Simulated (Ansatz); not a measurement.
In doubt: masses and optical values from hybrid runs of this build are listed as unsure, which bears on the screening that GW takes from such a start.

Rows from a G0W0 calculation on SnSe2/SnSe2 (1T bilayer) (Ansatz 0.2.0; G0W0 on HSE06, plane waves, PAW; PAW set soft_1; 6×6×1 mesh, 365 empty bands, screening to 45 eV, PAW set soft_1 files), in eV. Spin-orbit coupling is left out.

```
row                       k  band   start       Σx  Σc at the solution      Vxc
  A  (0.000, -0.500, 0.000)    v1  -6.811  -17.395               1.800  -15.720
  B  (0.000, -0.500, 0.000)    c1  -5.384  -10.221              -2.470  -13.282
  C   (0.000, 0.167, 0.000)    c2  -3.490  -11.458              -2.857  -15.037
  D   (0.000, 0.167, 0.000)    v1  -6.482  -17.503               1.696  -15.959
  E   (0.000, 0.167, 0.000)    c1  -3.563  -11.555              -2.809  -15.084
  F  (0.000, -0.500, 0.000)    c2  -4.857  -10.503              -2.621  -13.765
```

Work out each quasiparticle level and how far it moved.

The quasiparticle equation reads E = start + Σx + Σc(E) − Vxc.

```
row  E (eV)  shift (eV)
  A  -6.686      +0.125
  B  -4.793      +0.591
  C  -2.767      +0.723
  D  -6.331      +0.151
  E  -2.844      +0.720
  F  -4.217      +0.641
```

The gap over the computed points goes from 1.10 eV to 1.54 eV.

Limits: not at the basis limit; coarse mesh for a sheet; no spin-orbit coupling.

[Paths, hosts, dates, memory and timing lines, banners, echoed tables and standing remarks are left out of the program output.]

[Logs are printed without paths, hosts, clocks, repeated set-up lines and the standing remarks that a program may print on its own settings, such as how far it seeks lower states.]

[Runs of the session that timed out or met a known fault of the program may be left out.]

[Cells called generated may have been cut or substituted from an entry of the Crystallography Open Database or the Materials Project.]

[Hosts, paths, dates, database ids (printed as entryN), source tags and the programs' standing remarks are cut or masked in the printed files.]
